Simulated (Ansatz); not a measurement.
# Phonons of SiC (P6_3mc) against volume, part 2 of 3

Wanted: Grüneisen parameters and pressure coefficients of the modes of SiC (P6_3mc).

Ansatz 0.2.0; DFT LDA, scalar-relativistic, plane waves, PAW; PAW set soft_1.

So far: The structure; Relaxation.

### Step 3. Tight relaxation

Phonons need small forces and stress, so the relaxation is finished with tight tolerances on 9×9×4 k points.

File input.yaml:

```yaml
crystal:
  lattice:
    - [3.0586963475, 0.0, 0.0]
    - [-1.5293481737, 2.6489087394, 0.0]
    - [0.0, 0.0, 10.0124291244]
  atoms:
    - { symbol: C, position: [0.6666666667, 0.3333333333, 0.7498056704] }
    - { symbol: C, position: [0.3333333333, 0.6666666667, 0.2498056704] }
    - { symbol: C, position: [0.0, 0.0, 0.5004458531] }
    - { symbol: C, position: [0.0, 0.0, 0.0004458531] }
    - { symbol: Si, position: [0.6666666667, 0.3333333333, 0.9378447768] }
    - { symbol: Si, position: [0.3333333333, 0.6666666667, 0.4378447768] }
    - { symbol: Si, position: [0.0, 0.0, 0.6879026996] }
    - { symbol: Si, position: [0.0, 0.0, 0.1879026996] }
kpoints:
  mp_grid: { grid: [9, 9, 4] }
hamiltonian:
  xc: lda
  pseudopotentials: { kind: paw, azcp: { folder: soft_1 }, xc_functional: pbe }
scf:
  occupations: { method: fixed }
output:
  forces: true
  stress: true
  eigenvalues: true
relax:
  adjacent_minimum: "off"
  f_tol: 0.001
  max_steps: 60
  cell: { stress_tol: 0.01 }
```

On the command line:

```
$ ansatz run input.yaml --threads 8 --pin off --max-ram 16384MiB --backend cpu --events-out ev --progress --plain --runs-dir out
```

Numbers of over 12 decimals in the logs are rounded to 6 here.

Log:

```text
[...]
Crystal: 8 atoms, lattice volume = 81.123 Å³
Basis set: ecut = 420 eV, 1569 PW (Γ)
Bands: 24, of which v1, the nominal top of the filled ones, is band 16 counted from 1 (15 counted from 0)
Symmetry: 12 space group operations
[...]
k-points: 36 of 324 (time reversal used)
[...]
- [1.4358119563294727e-19, 0, 10.012189]
  atoms:
    - { symbol: C, position: [0.666667, 0.333333, 0.749807] }
    - { symbol: C, position: [0.333333, 0.666667, 0.249807] }
    - { symbol: C, position: [0, 0, 0.500448] }
    - { symbol: C, position: [0, 0, 0.000448013] }
    - { symbol: Si, position: [0.666667, 0.333333, 0.937842] }
    - { symbol: Si, position: [0.333333, 0.666667, 0.437842] }
    - { symbol: Si, position: [0, 0, 0.687901] }
    - { symbol: Si, position: [0, 0, 0.187901] }
[key lines of the parts left out:]
SCF converged after 6 iterations
Free energy (F): -3408.830109 eV
Fermi energy:    9.568696 eV
P = ⅓ Tr σ = 0.0002 GPa (0.002 kbar)
```

The job ended after 5.1 s (8 threads of Arm Neoverse V1, shared host; peak memory 0.41 GiB; 35 s of CPU time).

Little changed from the start: no atom moved by 0.005 Å and no cell edge by 0.1 %.

This step gave:

| Property | Result |
| --- | --- |
| pressure | 2.11e-4 GPa |

The largest force component left is 0.18 meV/Å and the pressure is 0.000 GPa, within the tolerances set. The cell now holds 10.14 Å³/atom.

### Step 4. Modes at rest

The modes at rest are the reference of the series, and the response to a field gives the dielectric tensor and the Born charges.

File input.yaml:

```yaml
crystal:
  lattice:
    - [3.0585027887, 0.0, 0.0]
    - [-1.5292513943, 2.6487411126, 0.0]
    - [0.0, 0.0, 10.0121891236]
  atoms:
    - { symbol: C, position: [0.6666666667, 0.3333333333, 0.7498074219] }
    - { symbol: C, position: [0.3333333333, 0.6666666667, 0.2498074219] }
    - { symbol: C, position: [0.0, 0.0, 0.5004480132] }
    - { symbol: C, position: [0.0, 0.0, 0.0004480132] }
    - { symbol: Si, position: [0.6666666667, 0.3333333333, 0.9378423052] }
    - { symbol: Si, position: [0.3333333333, 0.6666666667, 0.4378423052] }
    - { symbol: Si, position: [0.0, 0.0, 0.6879012596] }
    - { symbol: Si, position: [0.0, 0.0, 0.1879012596] }
kpoints:
  mp_grid: { grid: [9, 9, 4] }
hamiltonian:
  xc: lda
  pseudopotentials: { kind: paw, azcp: { folder: soft_1 }, xc_functional: pbe }
scf:
  occupations: { method: fixed }
output:
  eigenvalues: true
phonons:
  method: dfpt
  dielectric: true
  rigid_motions: translations
```

Log:

```text
[...]
Crystal: 8 atoms, lattice volume = 81.111 Å³
Basis set: ecut = 420 eV, 1569 PW (Γ), exchange–correlation on 48×48×144 points (8 copies of the dense FFT grid, shifted against one another)
Bands: 24, of which v1, the nominal top of the filled ones, is band 16 counted from 1 (15 counted from 0)
Symmetry: 12 space group operations
k-points: 95 of 324 (irreducible under 2 space group operations, time reversal used)
[...]
SCF iter   1: F=—  HF=-3415.217628 eV  |F-HF|=—  |Δ(HF+E_count)|=         —  Δρ=1.42e-1  dr2=1.96e1  ethr=3.10e-3  ⟨swp⟩=5.0  Hψ=10623  notcnv=0  defer=503
[...]
SCF iter  10: F=-3408.830110 eV  HF=-3408.830110 eV  |F-HF|=1.14e-11  |Δ(HF+E_count)|=  2.58e-10  Δρ=3.76e-7  dr2=4.72e-11  ethr=1.00e-12  ⟨swp⟩=16.9  Hψ=18754  notcnv=0
SCF 1 converged in 10 iterations: F = -3408.830110 eV  dr2 = 4.72e-11
[...]
NSCF: frozen V_eff on 4 k-points
DFPT response loops at Γ: preconditioner auto → Resta (q_TF=auto, 2.337 Å⁻¹)  ε∞=5.1 (no band partly filled); β = 1.00, the filter's whole step (`scf.mixing.beta` (0.50) is not read by the response loops at its default; to damp them type it under 1.00, their step now; it binds the ground state too); Broyden in place of MSR1
── the response to a field inside a basis, on 10×10×4 k-points: an SCF that follows is theirs, and a resumed run solves both again ──
Bands: 17, of which v1, the nominal top of the filled ones, is band 16 counted from 1 (15 counted from 0)
k-points: 60 of 400 (irreducible under 4 space group operations, time reversal used)
[...]
Eigensolver: Dense (60 Hₖ)
SCF iter   1: F=—  HF=-3408.820092 eV  |F-HF|=—  |Δ(HF+E_count)|=         —  Δρ=1.35e-4  dr2=3.55e-6  ethr=1.00e-1
[...]
SCF iter   3: F=-3408.820093 eV  HF=-3408.820093 eV  |F-HF|=5.78e-8  |Δ(HF+E_count)|=   2.67e-7  Δρ=6.95e-6  dr2=6.64e-8  ethr=2.44e-9
SCF 1 converged in 3 iterations: F = -3408.820093 eV  dr2 = 6.64e-8
[...]
SCF converged after 10 iterations
Free energy (F): -3408.830110 eV
[...]
Internal energy: -3408.830110 eV  (E = F + TS)
E sigma→0 (E₀):  -3408.830110 eV
Fermi energy:    9.568696 eV
[...]
--- Band table (eV; the first three rows and the last of 95) ---
  k-point 0: bands = [... 12 lower, 8.9799, 9.5162, 9.5687, 9.5687, 14.7797, 15.3497, 15.9893, 16.0986, ... 4 higher]
  k-point 1: bands = [... 12 lower, 9.1517, 9.1517, 9.5127, 9.5127, 14.8327, 15.2031, 16.1759, 16.3544, ... 4 higher]
  k-point 2: bands = [... 12 lower, 9.3605, 9.3605, 9.3605, 9.3605, 14.9843, 14.9843, 16.4673, 16.4673, ... 4 higher]
  k-point 94: bands = [... 12 lower, 6.3084, 6.3084, 8.1604, 8.1604, 13.8205, 13.8205, 15.0823, 15.0823, ... 4 higher]
--- Phonons (Γ-DFPT): 8 representative perturbations + reference, on 95 of 324 k-points (Σ response iterations 25) ---
  k mesh reduced under 2 symmetry operations, with k and −k counted as one. Each operation leaves every solved perturbation unchanged. A smaller set is not considered because the run solves the response to a homogeneous field
  ASR residual: 1.446e-4 → 0.000e0 eV/Å²; symmetrization residual: 2.606e-6 eV/Å²
  ASR residual per site (eV/Å²): 1.45e-4 1.45e-4 5.23e-5 5.23e-5 2.51e-5 2.51e-5 1.33e-4 1.33e-4
  Γ frequencies (cm⁻¹): 0.00 0.00 0.00 191.54 191.54 199.45 199.45 258.56 258.56 400.09 408.19 607.61 772.76 772.76 780.86 780.86 784.35 788.84 788.84 799.89 799.89 840.24 914.40 923.54
  ε∞ (high-frequency dielectric tensor):
        6.954941    -0.000000    -0.000000
       -0.000000     6.954941    -0.000000
       -0.000000    -0.000000     7.255603
  ε⁰ (static dielectric tensor: ions relaxed, cell fixed):
       10.267621     0.000000     0.000000
       -0.000000    10.267621    -0.000000
        0.000000    -0.000000    10.953328
  ε⁰ − ε∞ (ionic part):
        3.312681     0.000000     0.000000
        0.000000     3.312681    -0.000000
        0.000000    -0.000000     3.697725
  softest optical mode at Γ: 191.54 cm⁻¹; the repairs (sum rule, projections) moved no ω² at Γ by more than (2.17 cm⁻¹)²
  Born effective charges Z* (e; rows j = field, columns β = displacement):
    site 0:
        -2.73166    0.00000    0.00000
         0.00000   -2.73166    0.00000
         0.00000   -0.00000   -2.77077
    site 1:
        -2.73166    0.00000   -0.00000
         0.00000   -2.73166   -0.00000
        -0.00000    0.00000   -2.77077
    site 2:
        -2.68921    0.00000    0.00000
         0.00000   -2.68921   -0.00000
        -0.00000    0.00000   -2.84147
    site 3:
        -2.68921   -0.00000   -0.00000
         0.00000   -2.68921    0.00000
         0.00000    0.00000   -2.84147
    site 4:
         2.70585   -0.00000    0.00000
        -0.00000    2.70585   -0.00000
         0.00000    0.00000    2.66556
    site 5:
         2.70585   -0.00000   -0.00000
        -0.00000    2.70585   -0.00000
         0.00000   -0.00000    2.66556
    site 6:
         2.71502   -0.00000    0.00000
        -0.00000    2.71502   -0.00000
         0.00000   -0.00000    2.94669
    site 7:
         2.71502   -0.00000   -0.00000
        -0.00000    2.71502    0.00000
        -0.00000   -0.00000    2.94669
  Z* charge neutrality: 9.823e-3 e pre-enforcement
  solved inside a basis spanned on kpoints, on 10×10×4 k-points, its susceptibility summed on 14×14×4: ε∞ is read to err by 2.6e-2, Z* by 1.6e-2 e (field_mesh: kpoints solves on kpoints); Z* is corrected for what the basis lacks
  optical modes at Γ without the LO–TO term, one row a degenerate level:
      ω (cm⁻¹)  modes    IR ((D/Å)²/amu)
        191.54      2             0.0000
        199.45      2             0.0000
        258.56      2             0.0033
        400.09      1             0.0000
        408.19      1             0.0000
        607.61      1             0.1631
        772.76      2             0.0813
[...]
optical modes at Γ + LO–TO along q̂ = [1.0000, 0.0000, 0.0000]:
      ω (cm⁻¹)  modes    IR ((D/Å)²/amu)
[...]
optical modes at Γ + LO–TO along q̂ = [0.0000, 1.0000, 0.0000]:
      ω (cm⁻¹)  modes    IR ((D/Å)²/amu)
[...]
optical modes at Γ + LO–TO along q̂ = [0.0000, 0.0000, 1.0000]:
      ω (cm⁻¹)  modes    IR ((D/Å)²/amu)
[...]
258.56      2             0.0033
        400.09      1             0.0000
        408.19      1             0.0000
        607.82      1             0.0316
        772.76      2             0.0813
        780.86      2             0.0000
        788.84      2             0.0000
        799.89      2           161.0902
        839.93      1             0.0576
        914.40      1             0.0000
        923.54      1             0.0000
        963.73      1            86.3592
```

It took 47 s on 8 threads; peak memory 1 GiB.

Reading the cycles: dr2 is the Hartree energy of the density residual (eV), the measure of convergence; HF is the Harris–Foulkes estimate of the energy, which meets the free energy F at convergence.

This step gave:

- sum-rule residual before enforcement: 1.45e-4 eV/Å²
- miss of the charge sum rule: 0.009823 e
- estimated error of the dielectric tensor: 0.02629
- estimated error of the Born charges: 0.01634 e
- point group: 6mm
- highest optical mode at the zone centre (no LO-TO term): 923.5 cm⁻¹
- lowest optical zone-centre mode: 191.5 cm⁻¹
- mean high-frequency dielectric constant: 7.055
- largest Born charge (third of the trace): 2.792 e
- mean static dielectric constant: 10.50
- top of the zone-centre spectrum with the field: 971.9 cm⁻¹

Without the LO-TO term. Patterns of degenerate modes are one choice out of their space. Modes at Γ, with each element's share of the kinetic energy:

```csv
mode,frequency (cm⁻¹),symmetry,C %,Si %
1,0.0,acoustic,30,70
2,0.0,acoustic,30,70
3,0.0,acoustic,30,70
4,191.5,E2,28,72
5,191.5,E2,28,72
6,199.4,E2,27,73
7,199.4,E2,27,73
8,258.6,E1,26,74
9,258.6,E1,26,74
10,400.1,B1,24,76
11,408.2,B1,24,76
12,607.6,A1,0,100
13,772.8,E1,74,26
14,772.8,E1,74,26
15,780.9,E2,72,28
16,780.9,E2,72,28
17,784.4,A1,70,30
18,788.8,E2,73,27
19,788.8,E2,73,27
20,799.9,E1,70,30
21,799.9,E1,70,30
22,840.2,A1,100,0
23,914.4,B1,76,24
24,923.5,B1,76,24
```

Displacements in mode 4 (191.5 cm⁻¹), the largest set to 1:
```
C1   0.04  0.30  0.00
C2  -0.04 -0.30  0.00
C3   0.15  0.99  0.00
C4  -0.15 -0.99  0.00
Si5 -0.15 -1.00  0.00
Si6  0.15  1.00  0.00
Si7  0.06  0.44  0.00
Si8 -0.06 -0.44  0.00
```

Displacements in mode 9 (258.6 cm⁻¹), the largest set to 1:
```
C1  -0.16 -0.91  0.00
C2  -0.16 -0.91  0.00
C3   0.16  0.90  0.00
C4   0.16  0.90  0.00
Si5  0.17  1.00  0.00
Si6  0.17  1.00  0.00
Si7 -0.17 -1.00  0.00
Si8 -0.17 -1.00  0.00
```

Optical modes at the zone centre, without and with the macroscopic field of the longitudinal modes; each column is sorted by frequency, so a row need not hold one and the same mode. Modes with and without the field, by row:

```csv
rank among optical modes,no field (cm⁻¹),"q along (1, 0, 0) (cm⁻¹)","q along (0, 0, 1) (cm⁻¹)"
1,191.5,191.5,191.5
2,191.5,191.5,191.5
3,199.4,199.4,199.4
4,199.4,199.4,199.4
5,258.6,258.6,258.6
6,258.6,258.6,258.6
7,400.1,400.1,400.1
8,408.2,408.2,408.2
9,607.6,607.6,607.8
10,772.8,772.8,772.8
11,772.8,772.8,772.8
12,780.9,780.9,780.9
13,780.9,780.9,780.9
14,784.4,784.4,788.8
15,788.8,788.8,788.8
16,788.8,788.8,799.9
17,799.9,799.9,799.9
18,799.9,840.2,839.9
19,840.2,914.4,914.4
20,914.4,923.5,923.5
21,923.5,971.9,963.7
```

Born charge (rows field, columns displacement) (e), principal values of the symmetric part by kind of site:

```csv
atom,atoms with these values,low,middle,high,mean
C1,2,-2.77,-2.73,-2.73,-2.74
C3,2,-2.84,-2.69,-2.69,-2.74
Si5,2,2.67,2.71,2.71,2.69
Si7,2,2.71,2.71,2.95,2.79
```

In full for Si7:

```
2.71 0.00 0.00
0.00 2.71 0.00
0.00 0.00 2.95
```

High-frequency dielectric tensor:

```
6.95 0.00 0.00
0.00 6.95 0.00
0.00 0.00 7.26
```

Static dielectric tensor (ions relaxed, fixed cell):

```
10.27  0.00  0.00
 0.00 10.27  0.00
 0.00  0.00 10.95
```

Transverse modes. Lines of the infrared spectrum (strongest = 100):

```csv
position (cm⁻¹),label,relative intensity
192,E2,0.0
199,E2,0.0
259,E1,0.0
400,B1,0.0
408,B1,0.0
608,A1,0.1
773,E1,0.1
781,E2,0.0
784,A1,53
789,E2,0.0
800,E1,100
840,A1,0.2
914,B1,0.0
924,B1,0.0
```

Before it was imposed, the acoustic sum rule was missed by 1.4e-4 eV/Å² and the charge sum rule by 0.0098 e. Small misses are needed for a sound result but don't prove that mesh and cutoff are converged. The lowest optical mode is real, 192 cm⁻¹.

### Step 5. A member of the series: 1.06 times the volume at rest

The cell is set to 1.06 times the volume at rest, and shape and atoms relax at that volume.

File input.yaml:

```yaml
crystal:
  lattice:
    - [3.1182756088, 0.0, 0.0]
    - [-1.5591378044, 2.7005058932, 0.0]
    - [0.0, 0.0, 10.2099514304]
  atoms:
    - { symbol: C, position: [0.6666666667, 0.3333333333, 0.7497915543] }
    - { symbol: C, position: [0.3333333333, 0.6666666667, 0.2497915543] }
    - { symbol: C, position: [0.0, 0.0, 0.5004541876] }
    - { symbol: C, position: [0.0, 0.0, 0.0004541876] }
    - { symbol: Si, position: [0.6666666667, 0.3333333333, 0.9378723928] }
    - { symbol: Si, position: [0.3333333333, 0.6666666667, 0.4378723928] }
    - { symbol: Si, position: [0.0, 0.0, 0.6878808652] }
    - { symbol: Si, position: [0.0, 0.0, 0.1878808652] }
kpoints:
  mp_grid: { grid: [9, 9, 4] }
hamiltonian:
  xc: lda
  pseudopotentials: { kind: paw, azcp: { folder: soft_1 }, xc_functional: pbe }
scf:
  occupations: { method: fixed }
output:
  forces: true
  stress: true
  eigenvalues: true
relax:
  adjacent_minimum: "off"
  f_tol: 0.001
  max_steps: 60
  cell: { stress_tol: 0.01, fix: [volume] }
```

Log:

```text
[...]
Crystal: 8 atoms, lattice volume = 85.977 Å³
Basis set: ecut = 420 eV, 1655 PW (Γ)
Bands: 24, of which v1, the nominal top of the filled ones, is band 16 counted from 1 (15 counted from 0)
Symmetry: 12 space group operations
[...]
k-points: 36 of 324 (time reversal used)
[...]
- [-1.559089, 2.700421, 0]
    - [0, 0, 10.210596]
  atoms:
    - { symbol: C, position: [0.666667, 0.333333, 0.749782] }
    - { symbol: C, position: [0.333333, 0.666667, 0.249782] }
    - { symbol: C, position: [0, 0, 0.500457] }
    - { symbol: C, position: [0, 0, 0.00045687] }
    - { symbol: Si, position: [0.666667, 0.333333, 0.937888] }
    - { symbol: Si, position: [0.333333, 0.666667, 0.437888] }
    - { symbol: Si, position: [0, 0, 0.687872] }
    - { symbol: Si, position: [0, 0, 0.187872] }
[key lines of the parts left out:]
SCF converged after 5 iterations
Free energy (F): -3408.639176 eV
Fermi energy:    8.837931 eV
P = ⅓ Tr σ = -11.9878 GPa (-119.878 kbar)
```

Elapsed: 7 s, on 8 threads; peak memory 0.42 GiB.

Little changed from the start: no atom moved by 0.005 Å and no cell edge by 0.1 %.

This step gave:

```yaml
pressure: -11.99 GPa
gap_on_the_k_mesh: 2.263 eV
volume_per_atom: 10.75 Å³
```

The largest force component left is 0.35 meV/Å, at a pressure of -11.99 GPa.

[end of part 2 of 3]

[Logs are printed without paths, hosts, clocks, repeated set-up lines and the standing remarks that a program may print on its own settings, such as how far it seeks lower states.]

[Hosts, paths, dates, database ids (printed as entryN), source tags and the programs' standing remarks are cut or masked in the printed files.]
